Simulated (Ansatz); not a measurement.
## Rh(111) with 4 thermally displaced layers, 2x2: scattering by thermal displacements

How much do lattice vibrations at 80 K scatter the electrons of Rh? Layers with random displacements are laid between perfect leads, and the resistance is followed against their length.

Main program and level: Ansatz 0.2.0; Ansatz plane-wave DFT, PBE, PAW files; ballistic transport by layer matching (Landauer), zero bias; PAW set soft_1.

### Step 1. The starting structure

The cell holds 40 atoms: 40 Rh. Cell: a = 5.378 Å, b = 5.378 Å, c = 22.012 Å, α = 93.5°, β = 86.5°, γ = 120.0°. It derives from Rh. Regions: lead, 24 atoms (24 Rh); scattering region, 16 atoms (16 Rh). The structure is stacked along c, and the current runs across the ab planes.

### Step 2. With 4 displaced layers

Each atom of 4 layers is moved at random, by amounts drawn from a normal law 0.0295 Å wide in each direction from the Debye model (480 K) at 80 K. The layers about the cell's end stay perfect and serve as the lead. Disorder leaves little or no symmetry, which makes such runs dear. Energies from -0.05 to 0.05 eV in steps of 0.05 eV are too few for the program's thermal sum, so it prints no conductance; for a metal the transmission near the Fermi level serves, at a fraction of the cost.

Contents of input.yaml:

```yaml
crystal:
  lattice:
    - [5.3783955991, 0.0, 0.0]
    - [-2.6891977995, 4.6578272204, 0.0]
    - [1.3445988998, -0.7763045367, 21.9572080876]
  atoms:
    - { symbol: Rh, position: [0.9916666667, 0.0083333333, 0.05] }
    - { symbol: Rh, position: [0.9916666667, 0.5083333333, 0.05] }
    - { symbol: Rh, position: [0.4916666667, 0.0083333333, 0.05] }
    - { symbol: Rh, position: [0.4916666667, 0.5083333333, 0.05] }
    - { symbol: Rh, position: [0.1416666667, 0.3583333333, 0.15] }
    - { symbol: Rh, position: [0.1416666667, 0.8583333333, 0.15] }
    - { symbol: Rh, position: [0.6416666667, 0.3583333333, 0.15] }
    - { symbol: Rh, position: [0.6416666667, 0.8583333333, 0.15] }
    - { symbol: Rh, position: [0.2916666667, 0.2083333333, 0.25] }
    - { symbol: Rh, position: [0.2916666667, 0.7083333333, 0.25] }
    - { symbol: Rh, position: [0.7916666667, 0.2083333333, 0.25] }
    - { symbol: Rh, position: [0.7916666667, 0.7083333333, 0.25] }
    - { symbol: Rh, position: [0.9417945064, 0.0576402614, 0.3508601731] }
    - { symbol: Rh, position: [0.9404651025, 0.5550226385, 0.3504856704] }
    - { symbol: Rh, position: [0.4519727156, 0.0641723284, 0.3490547896] }
    - { symbol: Rh, position: [0.4327455457, 0.5543962648, 0.3500555063] }
    - { symbol: Rh, position: [0.0785040346, 0.4066691297, 0.4483265753] }
    - { symbol: Rh, position: [0.0859992035, 0.904816502, 0.4495751667] }
    - { symbol: Rh, position: [0.5972529262, 0.4149053293, 0.4498273608] }
    - { symbol: Rh, position: [0.5969748643, 0.9042002796, 0.4504721249] }
    - { symbol: Rh, position: [0.2470847425, 0.2587621444, 0.5490013813] }
    - { symbol: Rh, position: [0.2351141935, 0.7554844921, 0.5502957514] }
    - { symbol: Rh, position: [0.7355040439, 0.2569732755, 0.5497861396] }
    - { symbol: Rh, position: [0.7452323106, 0.7597720195, 0.550477313] }
    - { symbol: Rh, position: [0.8874956879, 0.10768817, 0.6510529837] }
    - { symbol: Rh, position: [0.8955307818, 0.6007003445, 0.6520334017] }
    - { symbol: Rh, position: [0.4014608041, 0.1133394781, 0.6503551992] }
    - { symbol: Rh, position: [0.3941223088, 0.6180037401, 0.6526328886] }
    - { symbol: Rh, position: [0.0416666667, 0.4583333333, 0.75] }
    - { symbol: Rh, position: [0.0416666667, 0.9583333333, 0.75] }
    - { symbol: Rh, position: [0.5416666667, 0.4583333333, 0.75] }
    - { symbol: Rh, position: [0.5416666667, 0.9583333333, 0.75] }
    - { symbol: Rh, position: [0.1916666667, 0.3083333333, 0.85] }
    - { symbol: Rh, position: [0.1916666667, 0.8083333333, 0.85] }
    - { symbol: Rh, position: [0.6916666667, 0.3083333333, 0.85] }
    - { symbol: Rh, position: [0.6916666667, 0.8083333333, 0.85] }
    - { symbol: Rh, position: [0.8416666667, 0.1583333333, 0.95] }
    - { symbol: Rh, position: [0.8416666667, 0.6583333333, 0.95] }
    - { symbol: Rh, position: [0.3416666667, 0.1583333333, 0.95] }
    - { symbol: Rh, position: [0.3416666667, 0.6583333333, 0.95] }
kpoints:
  mp_grid: { grid: [5, 5, 1] }
hamiltonian:
  xc: pbe
  pseudopotentials: { kind: paw, azcp: { folder: soft_1 } }
scf:
  occupations: { method: fermi_dirac, width: 0.1 }
output:
  transmission:
    leads: [[0, 4]]
    kmesh: [10, 10]
    e_range: [-0.05, 0.05]
    de: 0.05
  write_potential: true
  write_density: true
  volumetric_format: npy
  elf: true
```

Run with:

```sh
> ansatz run input.yaml --threads 4 --pin off --max-ram 15360MiB --backend cpu --events-out ev --progress --plain --runs-dir out
```

Numbers of over 12 decimals in the logs are rounded to 6 here.

The program printed:

```text
Engine: ansatz 0.2.0, x86_64-unknown-linux-gnu
Pseudopotentials: kind: paw
Pseudopotential: Rh, paw, valence charge 17, recommended cutoff 420 eV (normal), soft_1/Rh.paw.azcp
Functional definition: PBE
  parameter kappa = 0.804
  parameter beta = 0.066725
  exchange = pbe_x(kappa = kappa, mu = beta*pi^2/3)
  correlation = pbe_c(beta = beta)
Crystal: 40 atoms, lattice volume = 550.064 Å³
Basis set: ecut = 420 eV, 10671 PW (Γ)
Bands: 408, of which v1, the nominal top of the filled ones, is band 340 counted from 1 (339 counted from 0)
Symmetry: 1 space group operations
Space group: P1 (ITA 1), of the structure as read, at distance tolerance 8.2e-5 Å
k-points: 13 of 25 (time reversal used)
Non-local potential: Rh, projectors of the file, l = 0: 3, l = 1: 2, l = 2: 2, l = 3: 1
PAW form: soft (Blöchl's): semilocal exchange-correlation on the pseudo side does not see the compensation charge
PAW one-centre angular grid: Rh, 590 points (default); XC on 64 Gauss nodes
Initial density: superposition of atomic densities (chi_scale 0.1, normalization cell)
Initial wavefunctions: pseudopotential atomic-orbital guess
Functional: x = pbe(κ = 0.804, μ = 0.219515), c = pbe(β = 0.066725)
SCF iter   1: F=—  HF=-256136.793107 eV  |F-HF|=—  |Δ(HF+E_count)|=         —  Δρ=1.10e-1  dr2=6.19e1  ethr=3.10e-3  ⟨swp⟩=4.5  Hψ=14911  notcnv=0  defer=62
preconditioner: auto → Kerker (q_TF=auto, 2.826 Å⁻¹)  [metal: Δε(μ)=0.018 eV  Ē_g=6.389 eV  σ=0.100 eV  W_gap=0.05  n_scr=228 (ndim 8)  ℏωp=30.0 eV  f_vac=0.000  D(μ)=45.01/eV (n_scr^D=540)]
SCF iter   2: F=—  HF=-256121.585127 eV  |F-HF|=—  |Δ(HF+E_count)|=    1.52e1  Δρ=5.10e-2  dr2=1.28e1  ethr=3.10e-3  ⟨swp⟩=2.0  Hψ=8969  notcnv=0  defer=271
SCF iter   3: F=—  HF=-256118.186670 eV  |F-HF|=—  |Δ(HF+E_count)|=    3.40e0  Δρ=1.02e-2  dr2=2.84e-1  ethr=1.89e-3  ⟨swp⟩=2.0  Hψ=7924  notcnv=0  defer=271
SCF iter   4: F=—  HF=-256118.202107 eV  |F-HF|=—  |Δ(HF+E_count)|=   1.54e-2  Δρ=1.21e-3  dr2=6.20e-3  ethr=4.17e-5  ⟨swp⟩=2.0  Hψ=9633  notcnv=0  defer=271
SCF iter   5: F=—  HF=-256118.203217 eV  |F-HF|=—  |Δ(HF+E_count)|=   1.11e-3  Δρ=2.91e-4  dr2=3.24e-4  ethr=9.12e-7  ⟨swp⟩=2.0  Hψ=7248  notcnv=0  defer=271
SCF iter   6: F=—  HF=-256118.203205 eV  |F-HF|=—  |Δ(HF+E_count)|=   1.19e-5  Δρ=6.12e-5  dr2=1.73e-5  ethr=4.77e-8  ⟨swp⟩=2.5  Hψ=9031  notcnv=0  defer=271
SCF iter   7: F=—  HF=-256118.204214 eV  |F-HF|=—  |Δ(HF+E_count)|=   1.01e-3  Δρ=1.74e-5  dr2=1.54e-6  ethr=2.54e-9  ⟨swp⟩=2.8  Hψ=9218  notcnv=0  defer=271
SCF iter   8: F=—  HF=-256118.204214 eV  |F-HF|=—  |Δ(HF+E_count)|=   1.72e-7  Δρ=2.59e-6  dr2=1.27e-7  ethr=2.27e-10  ⟨swp⟩=2.0  Hψ=7240  notcnv=0  defer=271
SCF iter   9: F=-256118.204214 eV  HF=-256118.204214 eV  |F-HF|=1.31e-8  |Δ(HF+E_count)|=   1.25e-9  Δρ=9.72e-7  dr2=1.47e-8  ethr=1.47e-11  ⟨swp⟩=7.6  Hψ=13052  notcnv=0
SCF 1 converged in 9 iterations: F = -256118.204214 eV  dr2 = 1.47e-8
  greatest PAW one-centre occupation: 1.000 electrons in one spin orbital (limit 2), on the Rh atom at site 28 (counted from 0), in its partial waves of l = 0
transmission: 205 of 2028 steps passed
transmission: 406 of 2028 steps passed
[...]
transmission: 2028 of 2028 steps passed
SCF converged after 9 iterations
Free energy (F): -256118.204214 eV
Harris-Foulkes:  -256118.204214 eV  (|F-HF|=1.31e-8)
Internal energy: -256116.479700 eV  (E = F + TS)
E sigma→0 (E₀):  -256117.341957 eV
Entropy (-TS):   -1.724514 eV (-43.113 meV/atom)
Fermi energy:    22.408908 eV
--- Per-component energies (eV) ---
  E_band       = -3397.733915
  E_kinetic    = 21505.909939
  E_local      = -58919.685151  (includes V_loc(G=0)·N_el)
  E_nonlocal   = 11924.017970
  E_hartree    = 21896.423533
  E_xc         = -8080.183300
  E_vxc        = -10140.755055  (∫ρ·V_xc dr)
  E_paw        = -144133.336118  (= ΣΔE_a)
  E_vpaw       = -11560.087932  (= ΣTr[D̂ρ^β])
  E_aug_tail   = 0.003176  (compensation charges beyond the density's cutoff)
  E_ewald      = -100309.629750
  E_smearing   = -1.724514  (= −TS)
  E_closure    = 0.000000  (closes the sum)
  Σ components = -256118.204214   (vs F -256118.204214, Δ=0.00e0)
--- Band table (eV; the first three rows and the last of 13) ---
  k-point 0: bands = [... 336 lower, 22.9777, 22.9790, 22.9806, 22.9828, 22.9974, 23.0026, 23.0049, 23.0086, ... 64 higher]
  k-point 1: bands = [... 336 lower, 22.5934, 22.6282, 22.6405, 22.6565, 22.6596, 22.6709, 22.6857, 22.7249, ... 64 higher]
  k-point 2: bands = [... 336 lower, 21.8355, 21.8820, 21.9101, 22.0068, 22.0224, 22.0336, 22.0952, 22.1390, ... 64 higher]
  k-point 12: bands = [... 336 lower, 22.3837, 22.3913, 22.4058, 22.4278, 22.4427, 22.4490, 22.4587, 22.4879, ... 64 higher]
--- Transmission ---
  basis      : 211 plane waves across, 39 finite elements along
  points     : 52, standing for a mesh of 10 x 10
  energies   : 3 from -0.050000 to 0.050000 eV about the Fermi level, 0.050000 eV apart; the leads are filled to 0.000000 eV, and channels, transmission and decay are at 0.000000 eV
  crystal 0  : Rh4, at the sites [0, 4], period 2.1957 Å, over 13.17 Å; its Hamiltonian steps by up to 3.4 meV
    offset         : up to 0.0000 Å between an atom of the period and one for which it stands
    channels       : 7.200000e0 a spin
    conductance    : none, the energies end too early or step too widely for 300 K: set another output.transmission.e_range or a lower de, or, where they end at an eighth of basis.ecutwfc, a higher one
  junction   : crystal 0 to crystal 0, 0.70 to 20.46 Å
    transmission   : 6.788861e0 a spin
    conductance    : none, the energies end too early or step too widely for 300 K: set another output.transmission.e_range or a lower de, or, where they end at an eighth of basis.ecutwfc, a higher one
```

It took 4.6 min on 4 threads of Intel Xeon Platinum 8488C (Sapphire Rapids), shared host; peak memory 5.1 GiB.

Reading the cycles: dr2 is the Hartree energy of the density residual (eV), the measure of convergence; HF is the Harris–Foulkes estimate of the energy, which meets the free energy F at convergence.

This step gave:

- free energy: -256118.2042 eV
- energy at zero smearing: -256117.3420 eV
- Fermi energy: 22.41 eV
- cell area: 25.05 Å²
- transmission per spin nearest the Fermi level: 6.789
- open channels per spin nearest the Fermi level: 7.2
- step of the lead's potential: 3.4 meV

Per spin. Transmission, zone mean against energy, zero at the Fermi level:

| energy (eV) | transmission, zone mean |
| --- | --- |
| -0.0500 | 6.55 |
| 0.0000 | 6.79 |
| 0.0500 | 6.82 |

Per spin. Table of open channels, zone mean, lead by energy, zero at the Fermi level:

| energy (eV) | open channels, zone mean, lead |
| --- | --- |
| -0.0500 | 6.72 |
| 0.0000 | 7.2 |
| 0.0500 | 7.08 |

Transmission over k1 and k2. At 0.0000 eV from the Fermi level.

Ten even steps from '_' (5.9) to '@' (11.9):
```
______==________**__
..__....__..__..****
..==____..____==..__
______..++++..______
____..__++@@++__..__
________..++++..____
..__..==____..____==
..****..__..__....__
____**________==____
____....______....__
```
Columns: k1 (b1) from -0.5 to 0.4; rows upwards: k2 (b2) from -0.5 to 0.4.

Open channels over k1 and k2. At 0.0000 eV from the Fermi level.

Values, 10 rows by 10 columns:
```
 6.0  6.0  6.0 10.0  6.0  6.0  6.0  6.0 10.0  6.0
 7.0  6.0  7.0  8.0  8.0  7.0  6.0  7.0 10.0 10.0
 7.0 10.0  8.0  6.0  7.0  6.0  8.0 10.0  7.0  6.0
 6.0  6.0  8.0  7.0  9.0  9.0  7.0  8.0  6.0  6.0
 6.0  6.0  7.0  6.0  9.0 12.0  9.0  6.0  7.0  6.0
 6.0  6.0  6.0  8.0  7.0  9.0  9.0  7.0  8.0  6.0
 7.0  6.0  7.0 10.0  8.0  6.0  7.0  6.0  8.0 10.0
 7.0 10.0 10.0  7.0  6.0  7.0  8.0  8.0  7.0  6.0
 6.0  6.0 10.0  6.0  6.0  6.0  6.0 10.0  6.0  6.0
 6.0  6.0  7.0  7.0  6.0  6.0  6.0  7.0  7.0  6.0
```
Columns: k1 (b1) from -0.5 to 0.4; rows upwards: k2 (b2) from -0.5 to 0.4.

Valence density in the ca plane at fractional y = 0.618, with atoms of Rh within 0.2 Å of it. It is the smooth field of the valence electrons, not physical close to the nuclei.

Ten steps, logarithmic in the rise over the least value, from '0' (0 e/Å³) to '9' (12 e/Å³), each cell a mean:
```
22100122212689862111100011112589974112210012
12111456422478742112100012112589974111100001
12112688742234321123211234321368863112110011
12113689742112110234322356631134431234321122
22112477631223210134322367641112211246532234
22111244322466531123211245531123321246642234
22100112112689852112110123211367742234431123
22100122212689862111100011112589973112210012
12111456422478742111100011112589974111100001
12112688742245421122111234321478863112110011
12113689742122110133211356631235532234321122
22112477632233211133322467641112211246532234
22111234322467631123211356531234321246642234
22100011112689852112110123322367752234431123
```
Columns run along c (16.0 Å, from fractional 0.14 to 0.86 of the cell), rows up along a (5.4 Å). Atoms in or near the plane, at fractional coordinates: Rh at (0.65, 0.90), Rh at (0.65, 0.39).

ELF in the ca plane at fractional y = 0.618, with atoms of Rh within 0.2 Å of it. It is the smooth field of the valence electrons, not physical close to the nuclei.

Values, 8 rows by 16 columns, each cell a mean:
```
0.24 0.22 0.29 0.24 0.54 0.47 0.26 0.23 0.20 0.25 0.31 0.71 0.37 0.25 0.21 0.22
0.23 0.27 0.59 0.33 0.27 0.26 0.24 0.24 0.25 0.31 0.26 0.53 0.31 0.24 0.21 0.22
0.25 0.25 0.53 0.32 0.25 0.23 0.24 0.25 0.30 0.48 0.23 0.24 0.23 0.37 0.27 0.26
0.22 0.20 0.24 0.24 0.51 0.42 0.25 0.24 0.23 0.28 0.25 0.40 0.26 0.33 0.27 0.26
0.24 0.22 0.29 0.25 0.56 0.47 0.26 0.22 0.20 0.25 0.31 0.70 0.37 0.25 0.21 0.22
0.23 0.27 0.59 0.33 0.29 0.27 0.23 0.23 0.25 0.30 0.26 0.56 0.32 0.24 0.21 0.22
0.25 0.25 0.53 0.32 0.26 0.24 0.23 0.24 0.31 0.49 0.24 0.26 0.23 0.36 0.27 0.26
0.22 0.21 0.25 0.24 0.52 0.43 0.25 0.24 0.23 0.30 0.25 0.43 0.27 0.33 0.27 0.26
```
Columns run along c (16.0 Å, from fractional 0.14 to 0.86 of the cell), rows up along a (5.4 Å). Atoms in or near the plane, at fractional coordinates: Rh at (0.65, 0.90), Rh at (0.65, 0.39).

Electrostatic potential energy in the ca plane at fractional y = 0.618, with atoms of Rh within 0.2 Å of it. With pseudopotentials it is smooth inside the atoms' cores, unlike the true potential.

Ten even steps from '0' (-43 eV) to '9' (25 eV), each cell a mean:
```
99999999998400049999999999999510027999999999
99999755799731369999999999999610027999999999
99998510379987799998999977899841148999999999
99998400269999999987899853589987789987799998
99999632479988999987899742479999999974579987
99999977899743589998899865689988899974479986
99999999998400169999999998899852369987789988
99999998998400059999999999999610027999999999
99999755789621369999999999999610017999999999
99998511379976799999999987899731148999999999
99998400269999999988899853589986689987799998
99999632479988899987899742379999999974579987
99999977899743589998999864589987899964479986
99999999998400159999999988899742269987789987
```
Columns run along c (16.0 Å, from fractional 0.14 to 0.86 of the cell; values clipped at the 3rd and 97th percentile), rows up along a (5.4 Å). Atoms in or near the plane, at fractional coordinates: Rh at (0.65, 0.90), Rh at (0.65, 0.39).

Over the solved energies the transmission per spin lies between 6.55 and 6.82, out of 7 channels of the lead on average (up to 7.2).

(Part 1 of 2 ends here.)

[Logs are printed without paths, hosts, clocks, repeated set-up lines and the standing remarks that a program may print on its own settings, such as how far it seeks lower states.]

[Hosts, paths, dates, database ids (printed as entryN), source tags and the programs' standing remarks are cut or masked in the printed files.]
